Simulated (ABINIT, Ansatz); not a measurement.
## Sr2MgH6 (P-3m1): one start, several treatments of the self-energy

How much does the gap of Sr2MgH6 (P-3m1) depend on the approximation to the self-energy?

Main program and level: ABINIT 10.8.3; PBEsol and many-body steps on it, plane waves.

## Step 1: Set-up

It takes space group P-3m1 (No. 164, trigonal). The conventional cell has a = 5.475 Å, b = 5.475 Å, c = 4.188 Å, α = 90.00°, β = 90.00°, γ = 120.00°. Nearest to Sr lie 12 H at 2.56 to 2.74 Å. Nearest to Mg lie 6 H at 1.94 Å. Nearest to H lie 1 Mg at 1.94 Å and 4 Sr at 2.56 to 2.74 Å and 6 H at 2.58 to 2.78 Å. Farther neighbours are not listed.

Coordinates:

```cif
data_structure
_symmetry_space_group_name_H-M 'P-3m1'
_symmetry_Int_Tables_number 164
_cell_length_a 5.4754
_cell_length_b 5.4754
_cell_length_c 4.1885
_cell_angle_alpha 90.000
_cell_angle_beta 90.000
_cell_angle_gamma 120.000
_cell_volume 108.75
loop_
_atom_site_label
_atom_site_type_symbol
_atom_site_symmetry_multiplicity
_atom_site_Wyckoff_symbol
_atom_site_fract_x
_atom_site_fract_y
_atom_site_fract_z
_atom_site_occupancy
Sr1 Sr 2 d 0.66667 0.33333 0.26353 1
Mg1 Mg 1 a 0.00000 0.00000 0.00000 1
H1 H 6 i 0.82346 0.64692 0.76525 1
```

The cell and positions are those that the Materials Project relaxed with its own functionals (PBE, PBE+U or r2SCAN), kept fixed.

## Step 2: Empty states on the mesh, 3×3×2 mesh, 212 bands

This step: ABINIT 10.8.3; DFT, PBEsol, plane waves, norm-conserving pseudopotentials.

The sums over transitions need many empty states on a uniform mesh; this step solves for them.

run.abi reads:

```
acell 3*1.0 Angstrom
rprim 
  5.475438295790 0.000000000002 0.000000000000
  -2.737719147897 4.741868661007 0.000000000000
  0.000000000000 0.000000000000 4.188467730000
ntypat 3
znucl 38 12 1
natom 9
typat 1 1 2 3 3 3 3 3 3
xred 
  0.666666666667 0.333333333333 0.263532570000
  0.333333333333 0.666666666667 0.736467430000
  0.000000000000 0.000000000000 0.000000000000
  0.823459443333 0.646918886667 0.765248350000
  0.823459443333 0.176540556667 0.765248350000
  0.353081113333 0.176540556667 0.765248350000
  0.176540556667 0.353081113333 0.234751650000
  0.176540556667 0.823459443333 0.234751650000
  0.646918886667 0.823459443333 0.234751650000
pp_dirpath "pseudos"
pseudos "Sr.upf, Mg.upf, H.upf"
ecut 38
ngkpt 3 3 2
nshiftk 1
shiftk 0 0 0
kptopt 1
chksymbreak 0
iscf -2
irdden 1
istwfk *1
nband 212
nbdbuf 18
tolwfr 1e-09
nstep 60
prtvol 0
indata_prefix "in"
outdata_prefix "out"
tmpdata_prefix "tmp"
```

Launch:

```bash
> OMP_NUM_THREADS=1 mpirun -n 4 abinit run.abi > log
```

Numbers of over 12 decimals in the logs are rounded to 6 here.

Log:

```text
.Version 10.8.3 of ABINIT. v10.8.2 released Aug 2026.

 Symmetries : space group P-3 m 1 (#164); Bravais hP (primitive hexag.)
[... echo of the input left out ...]
== DATASET  1 ==================================================================
-   mpi_nproc: 4, omp_nthreads: 1 (-1 if OMP is not activated)

--- !DatasetInfo
iteration_state: {dtset: 1, }
dimensions: {natom: 9, nkpt: 6, mband: 212, nsppol: 1, nspinor: 1, nspden: 1, mpw: 8238, }
cutoff_energies: {ecut:  38.0, pawecutdg:  -1.0, }
[...]
2.81535    2.83553    2.83553    2.85015    2.85319    2.85622    2.87863    2.87863
   2.88997    2.90110    2.90110    2.92163    2.92163    2.94883    2.94889    2.95037
   2.95107    2.96766    2.98359    2.99504
 prteigrs : prtvol=0 or 1, do not print more k-points.

== END DATASET(S) ==============================================================
================================================================================

 -outvars: echo values of variables after computation  --------
            nband         212
             nkpt           6
          spgroup         164
 [... the other variables as echoed above ...]

 Calculation completed.
```

Elapsed: 2.3 min, on 4 MPI ranks of Arm Neoverse V1, shared host; peak memory 0.52 GiB.

This step gave:

- gap: 2.528 eV
- k of the valence top: 0.3333, 0.3333, 0
- k of the conduction bottom: 0, 0, 0
- least direct gap: 2.945 eV
- k points computed: 6
- lowest point of the top converged band, above the valence top: 70.6386 eV

On this mesh the gap is 2.528 eV.

The density comes from a self-consistent run that is not shown.

## Step 3: Screening, 3×3×2 mesh, 90 bands, screening to 114.3 eV

The RPA dielectric matrix is built and inverted for each q.

This step: RPA screening on PBEsol, plane waves, norm-conserving pseudopotentials.

Edit run.abi of step 2 so:

```diff
@@ -27,10 +27,11 @@
 chksymbreak 0
-iscf -2
-irdden 1
 istwfk *1
-nband 212
-nbdbuf 18
-tolwfr 1e-09
-nstep 60
-prtvol 0
+occopt 1
+irdwfk 1
+optdriver 3
+nband 90
+ecuteps 4.2
+inclvkb 2
+awtr 1
+symchi 1
 indata_prefix "in"
```

Log:

```text
.Version 10.8.3 of ABINIT. v10.8.2 released Aug 2026.

 Symmetries : space group P-3 m 1 (#164); Bravais hP (primitive hexag.)
[... echo of the input left out ...]
== DATASET  1 ==================================================================
-   mpi_nproc: 4, omp_nthreads: 1 (-1 if OMP is not activated)

--- !DatasetInfo
iteration_state: {dtset: 1, }
dimensions: {natom: 9, nkpt: 6, mband: 90, nsppol: 1, nspinor: 1, nspden: 1, mpw: 8238, }
cutoff_energies: {ecut:  38.0, pawecutdg:  -1.0, }
electrons: {nelect:   3.60000000E+01, charge:   0.00000000E+00, occopt:   1.00000000E+00, tsmear:   1.00000000E-02, }

 SCREENING: Calculation of the susceptibility and dielectric matrices

 Based on a program developped by R.W. Godby, V. Olevano, G. Onida, and L. Reining.
 Incorporated in ABINIT by V. Olevano, G.-M. Rignanese, and M. Torrent.
.Using double precision arithmetic ; gwpc =  8

[... cell and pseudopotentials left out ...]
--------------------------------------------------------------------------------

 ==== K-mesh for the wavefunctions ====
 Number of points in the irreducible wedge :     6
[... list of points left out ...]
 Together with 12 symmetry operations and time-reversal symmetry
 yields    18 points in the full Brillouin Zone.

 ==== Q-mesh for the screening function ====
 Number of points in the irreducible wedge :     6
[... list of points left out ...]
 Together with 12 symmetry operations and time-reversal symmetry
 yields    18 points in the full Brillouin Zone.

 setmesh: FFT mesh size selected  =    36x   36x   30
          total number of points  =        38880

 vcoul_init : cutoff-mode = AUXILIARY_FUNCTION
 q-points for optical limit:   1
     1)      0.000010    0.000020    0.000030

- screening: taking advantage of time-reversal symmetry
- Maximum band index for partially occupied states nbvw = 18
- Remaining bands to be divided among processors   nbcw = 72
- Number of bands treated by each node ~18

 Number of electrons calculated from density =   36.0000; Expected =   36.0000
 average of density, n =  0.049055
 r_s =    1.6946
 omega_plasma =   21.3647 [eV]

 calculating chi0 at frequencies [eV] :
  1    0.000000E+00    0.000000E+00
  2    0.000000E+00    2.136470E+01

--------------------------------------------------------------------------------
  q-point number  1        q = ( 0.000000, 0.000000, 0.000000) [r.l.u.]
--------------------------------------------------------------------------------
[... chi0 elements left out ...]
 For q-point:  0.000010 0.000020 0.000030
  dielectric constant =   5.7298
  dielectric constant without local fields =   6.3718

  Average fulfillment of the sum rule on Im[epsilon] for q-point    1 :     58.29  [%]
[... wings left out ...]
  q-point number  2        q = ( 0.333333, 0.000000, 0.000000) [r.l.u.]
--------------------------------------------------------------------------------
[... chi0 elements left out ...]
  Average fulfillment of the sum rule on Im[epsilon] for q-point    2 :     67.43  [%]

 [... 4 further q-points ...]
```

Wall time 27 s (4 MPI ranks); peak memory 1.1 GiB.

This step gave:

```
ε∞ with local fields, on this mesh, along the program's q direction : 5.730
the same without local fields                                       : 6.372
plasma frequency                                                    : 21.36 eV
plane waves in the screening matrix                                 : 283
```

Local fields lower ε∞ by 10 %. On a Γ-centred mesh this coarse the value itself is usually too large, while a short band sum pulls it down.

## Step 4: G0W0, Godby-Needs plasmon pole

The self-energy is evaluated for the states that the input lists, and the levels follow from it, in one-shot runs by the linearised quasiparticle equation.

This step: G0W0 on PBEsol, plane waves, norm-conserving pseudopotentials.

Edit run.abi of step 3 so:

```diff
@@ -30,8 +30,17 @@
 irdwfk 1
-optdriver 3
+optdriver 4
 nband 90
+gwcalctyp 0
+ecutsigx 38
+symsigma 1
+nkptgw 2
+kptgw 
+  0.3333333333 0.3333333333 0.0000000000
+  0.0000000000 0.0000000000 0.0000000000
+bdgw 
+  16 20
+  17 21
 ecuteps 4.2
-inclvkb 2
-awtr 1
-symchi 1
+irdscr 1
+ppmodel 1
 indata_prefix "in"
```

Log:

```text
.Version 10.8.3 of ABINIT. v10.8.2 released Aug 2026.

 Symmetries : space group P-3 m 1 (#164); Bravais hP (primitive hexag.)
[... echo of the input left out ...]
== DATASET  1 ==================================================================
-   mpi_nproc: 4, omp_nthreads: 1 (-1 if OMP is not activated)

--- !DatasetInfo
iteration_state: {dtset: 1, }
dimensions: {natom: 9, nkpt: 6, mband: 90, nsppol: 1, nspinor: 1, nspden: 1, mpw: 8238, }
cutoff_energies: {ecut:  38.0, pawecutdg:  -1.0, }
electrons: {nelect:   3.60000000E+01, charge:   0.00000000E+00, occopt:   1.00000000E+00, tsmear:   1.00000000E-02, }

 SIGMA: Calculation of the GW corrections

 Based on a program developped by R.W. Godby, V. Olevano, G. Onida, and L. Reining.
 Incorporated in ABINIT by V. Olevano, G.-M. Rignanese, and M. Torrent.
.Using double precision arithmetic ; gwpc =  8

[... cell and pseudopotentials left out ...]
--------------------------------------------------------------------------------

 ==== K-mesh for the wavefunctions ====
 Number of points in the irreducible wedge :     6
[... list of points left out ...]
 Together with 12 symmetry operations and time-reversal symmetry
 yields    18 points in the full Brillouin Zone.

 ==== Q-mesh for screening function ====
 Number of points in the irreducible wedge :     6
[... list of points left out ...]
 Together with 12 symmetry operations and time-reversal symmetry
 yields    18 points in the full Brillouin Zone.

 vcoul_init : cutoff-mode = AUXILIARY_FUNCTION
 q-points for optical limit:   1
     1)      0.000010    0.000020    0.000030
 setmesh: FFT mesh size selected  =    50x   50x   45
          total number of points  =       112500

 Number of electrons calculated from density =   36.0000; Expected =   36.0000
 average of density, n =  0.049055
 r_s =    1.6946
 omega_plasma =   21.3647 [eV]

 === KS Band Gaps ===
  >>>> For spin  1
   Minimum direct gap =   2.9453 [eV], located at k-point      :   0.0000  0.0000  0.0000
   Fundamental gap    =   2.5285 [eV], Top of valence bands at :   0.3333  0.3333  0.0000
                                       Bottom of conduction at :   0.0000  0.0000  0.0000
 SIGMA fundamental parameters:
 PLASMON POLE MODEL  1
 number of plane-waves for SigmaX                 8175
 number of plane-waves for SigmaC and W            283
 number of plane-waves for wavefunctions          8175
 number of bands                                    90
 number of independent spin polarizations            1
 number of spinorial components                      1
 number of k-points in IBZ                           6
 number of q-points in IBZ                           6
 number of symmetry operations                      12
 number of k-points in BZ                           18
 number of q-points in BZ                           18
 number of frequencies for dSigma/dE                 9
 frequency step for dSigma/dE [eV]                0.25
 number of omega for Sigma on real axis              0
 max omega for Sigma on real axis  [eV]           0.00
 zcut for avoiding poles [eV]                     0.10

 EPSILON^-1 parameters (SCR file):
 dimension of the eps^-1 matrix on file            283
 dimension of the eps^-1 matrix used               283
 number of plane-waves for wavefunctions          8175
 number of bands                                    90
 number of q-points in IBZ                           6
 number of frequencies                               2
 number of real frequencies                          1
 number of imag frequencies                          1

 matrix elements of self-energy operator (all in [eV])

 Perturbative Calculation

--- !SelfEnergy_ee
iteration_state: {dtset: 1, }
kpoint     : [   0.333,    0.333,    0.000, ]
spin       : 1
KS_gap     :    3.206
QP_gap     :    5.109
Delta_QP_KS:    1.904
data: !SigmaeeData |
     Band     E0 <VxcDFT>   SigX SigC(E0)      Z dSigC/dE  Sig(E)    E-E0       E
       16   2.964 -10.869 -13.864   2.119   0.786  -0.272 -11.558  -0.689   2.275
       17   2.964 -10.869 -13.864   2.119   0.786  -0.272 -11.558  -0.689   2.275
       18   4.043 -11.281 -14.242   2.058   0.788  -0.270 -11.992  -0.711   3.332
       19   7.249  -9.681  -4.643  -3.584   0.820  -0.219  -8.489   1.193   8.442
       20   7.555  -9.972  -5.163  -3.425   0.819  -0.221  -8.839   1.133   8.688

--- !SelfEnergy_ee
iteration_state: {dtset: 1, }
kpoint     : [   0.000,    0.000,    0.000, ]
spin       : 1
KS_gap     :    2.945
QP_gap     :    4.562
Delta_QP_KS:    1.617
data: !SigmaeeData |
     Band     E0 <VxcDFT>   SigX SigC(E0)      Z dSigC/dE  Sig(E)    E-E0       E
       17   3.626 -11.090 -14.039   2.078   0.789  -0.268 -11.777  -0.687   2.939
       18   3.626 -11.090 -14.039   2.078   0.789  -0.268 -11.777  -0.687   2.939
       19   6.572  -9.174  -4.826  -3.222   0.825  -0.212  -8.244   0.930   7.501
       20   8.503 -10.516  -4.880  -3.888   0.813  -0.230  -9.094   1.422   9.925
       21   8.503 -10.516  -4.880  -3.888   0.813  -0.230  -9.094   1.422   9.925

== END DATASET(S) ==============================================================
================================================================================

 -outvars: echo values of variables after computation  --------
           etotal      0.0000000000E+00
            nband          90
             nkpt           6
          spgroup         164
 [... the other variables as echoed above ...]

 Calculation completed.
```

Wall time 10 s (4 MPI ranks); peak memory 0.88 GiB.

This step gave:

* G0W0 gap on the points computed: 4.169 eV
* starting gap on the mesh: 2.528 eV
* k of the valence top: 0.3333, 0.3333, 0
* k of the conduction bottom: 0, 0, 0
* Z at the valence top: 0.788
* Z at the conduction bottom: 0.825
* least direct G0W0 gap on the computed points: 4.562 eV

The gap on the mesh goes from 2.53 eV to 4.17 eV, a correction of +1.64 eV.

## Step 5: G0W0, Hybertsen-Louie plasmon pole

Edit run.abi of step 4 so:

```diff
@@ -44,3 +44,3 @@
 irdscr 1
-ppmodel 1
+ppmodel 2
 indata_prefix "in"
```

Log:

```text
.Version 10.8.3 of ABINIT. v10.8.2 released Aug 2026.

 Symmetries : space group P-3 m 1 (#164); Bravais hP (primitive hexag.)
[... echo of the input left out ...]
== DATASET  1 ==================================================================
-   mpi_nproc: 4, omp_nthreads: 1 (-1 if OMP is not activated)

--- !DatasetInfo
iteration_state: {dtset: 1, }
dimensions: {natom: 9, nkpt: 6, mband: 90, nsppol: 1, nspinor: 1, nspden: 1, mpw: 8238, }
cutoff_energies: {ecut:  38.0, pawecutdg:  -1.0, }
electrons: {nelect:   3.60000000E+01, charge:   0.00000000E+00, occopt:   1.00000000E+00, tsmear:   1.00000000E-02, }

 SIGMA: Calculation of the GW corrections

 Based on a program developped by R.W. Godby, V. Olevano, G. Onida, and L. Reining.
 Incorporated in ABINIT by V. Olevano, G.-M. Rignanese, and M. Torrent.
.Using double precision arithmetic ; gwpc =  8

[... cell and pseudopotentials left out ...]
--------------------------------------------------------------------------------

 ==== K-mesh for the wavefunctions ====
 Number of points in the irreducible wedge :     6
[... list of points left out ...]
 Together with 12 symmetry operations and time-reversal symmetry
 yields    18 points in the full Brillouin Zone.

 ==== Q-mesh for screening function ====
 Number of points in the irreducible wedge :     6
[... list of points left out ...]
 Together with 12 symmetry operations and time-reversal symmetry
 yields    18 points in the full Brillouin Zone.

 vcoul_init : cutoff-mode = AUXILIARY_FUNCTION
 q-points for optical limit:   1
     1)      0.000010    0.000020    0.000030
 setmesh: FFT mesh size selected  =    50x   50x   45
          total number of points  =       112500

 Number of electrons calculated from density =   36.0000; Expected =   36.0000
[...]
number of omega for Sigma on real axis              0
 max omega for Sigma on real axis  [eV]           0.00
 zcut for avoiding poles [eV]                     0.10

 EPSILON^-1 parameters (SCR file):
 dimension of the eps^-1 matrix on file            283
 dimension of the eps^-1 matrix used               283
 number of plane-waves for wavefunctions          8175
 number of bands                                    90
 number of q-points in IBZ                           6
 number of frequencies                               2
 number of real frequencies                          1
 number of imag frequencies                          1

 matrix elements of self-energy operator (all in [eV])

 Perturbative Calculation

--- !SelfEnergy_ee
iteration_state: {dtset: 1, }
kpoint     : [   0.333,    0.333,    0.000, ]
spin       : 1
KS_gap     :    3.206
QP_gap     :    5.168
Delta_QP_KS:    1.963
data: !SigmaeeData |
     Band     E0 <VxcDFT>   SigX SigC(E0)      Z dSigC/dE  Sig(E)    E-E0       E
       16   2.964 -10.869 -13.864   1.917   0.834  -0.198 -11.768  -0.900   2.065
       17   2.964 -10.869 -13.864   1.917   0.834  -0.198 -11.768  -0.900   2.065
       18   4.043 -11.281 -14.242   1.861   0.835  -0.198 -12.200  -0.918   3.125
[...]
--- !SelfEnergy_ee
iteration_state: {dtset: 1, }
kpoint     : [   0.000,    0.000,    0.000, ]
spin       : 1
KS_gap     :    2.945
QP_gap     :    4.515
Delta_QP_KS:    1.570
data: !SigmaeeData |
     Band     E0 <VxcDFT>   SigX SigC(E0)      Z dSigC/dE  Sig(E)    E-E0       E
[...]
20   8.503 -10.516  -4.880  -4.049   0.859  -0.164  -9.152   1.364   9.867
       21   8.503 -10.516  -4.880  -4.049   0.859  -0.164  -9.152   1.364   9.867

== END DATASET(S) ==============================================================
================================================================================

 -outvars: echo values of variables after computation  --------
           etotal      0.0000000000E+00
            nband          90
             nkpt           6
          spgroup         164
 [... the other variables as echoed above ...]

 Calculation completed.
```

Elapsed: 10 s, on 4 MPI ranks; peak memory 0.86 GiB.

This step gave:

```
G0W0 gap on the points computed              : 4.116 eV
starting gap on the mesh                     : 2.528 eV
k of the valence top                         : 0.3333, 0.3333, 0
k of the conduction bottom                   : 0, 0, 0
Z at the valence top                         : 0.835
Z at the conduction bottom                   : 0.862
least direct G0W0 gap on the computed points : 4.516 eV
```

Against G0W0 in ABINIT (3×3×2 mesh, 90 bands, screening to 114.3 eV, Godby-Needs plasmon pole), the gap moves by −0.053 eV.

## Step 6: G0W0, Engel-Farid plasmon pole

Edit run.abi of step 5 so:

```diff
@@ -44,3 +44,3 @@
 irdscr 1
-ppmodel 2
+ppmodel 4
 indata_prefix "in"
```

Log:

```text
.Version 10.8.3 of ABINIT. v10.8.2 released Aug 2026.

 Symmetries : space group P-3 m 1 (#164); Bravais hP (primitive hexag.)
[... echo of the input left out ...]
== DATASET  1 ==================================================================
-   mpi_nproc: 4, omp_nthreads: 1 (-1 if OMP is not activated)

--- !DatasetInfo
iteration_state: {dtset: 1, }
dimensions: {natom: 9, nkpt: 6, mband: 90, nsppol: 1, nspinor: 1, nspden: 1, mpw: 8238, }
cutoff_energies: {ecut:  38.0, pawecutdg:  -1.0, }
[...]
Band     E0 <VxcDFT>   SigX SigC(E0)      Z dSigC/dE  Sig(E)    E-E0       E
[...]
20   8.503 -10.516  -4.880  -3.960   0.823  -0.215  -9.137   1.379   9.883
       21   8.503 -10.516  -4.880  -3.960   0.823  -0.215  -9.137   1.379   9.883

== END DATASET(S) ==============================================================
================================================================================

 -outvars: echo values of variables after computation  --------
           etotal      0.0000000000E+00
            nband          90
             nkpt           6
          spgroup         164
 [... the other variables as echoed above ...]

 Calculation completed.
```

Elapsed: 6.5 s, on 4 MPI ranks; peak memory 0.83 GiB; 26 s of CPU time.

Numbers from this step:

| Quantity | Value |
| --- | --- |
| G0W0 gap on the points computed | 4.155 eV |
| starting gap on the mesh | 2.528 eV |
| k of the valence top | 0.3333, 0.3333, 0 |
| k of the conduction bottom | 0, 0, 0 |
| least direct G0W0 gap on the computed points | 4.55 eV |

Against G0W0 in ABINIT (3×3×2 mesh, 90 bands, screening to 114.3 eV, Godby-Needs plasmon pole), the gap moves by −0.014 eV.

(Continued in part 2 of 2.)

[Paths, hosts, dates, memory and timing lines, banners, echoed tables and standing remarks are left out of the program output.]

[Logs are printed without paths, hosts, clocks, repeated set-up lines and the standing remarks that a program may print on its own settings, such as how far it seeks lower states.]

[Runs of the session that timed out or met a known fault of the program may be left out.]

[No measured gap is set beside runs whose start may be inverted or whose files or cutoffs have a known fault.]

[Hosts, paths, dates, database ids (printed as entryN), source tags and the programs' standing remarks are cut or masked in the printed files.]

[G0W0 gaps are taken among the corrected bands and points alone; a level outside them can change the order at an edge.]

[Where Ansatz stands beside ABINIT at settings called matched, ABINIT's density can come from a denser mesh and the files from another edition; pairs whose starting gaps differed by over 0.03 eV were left out, so agreement reads better than it is.]
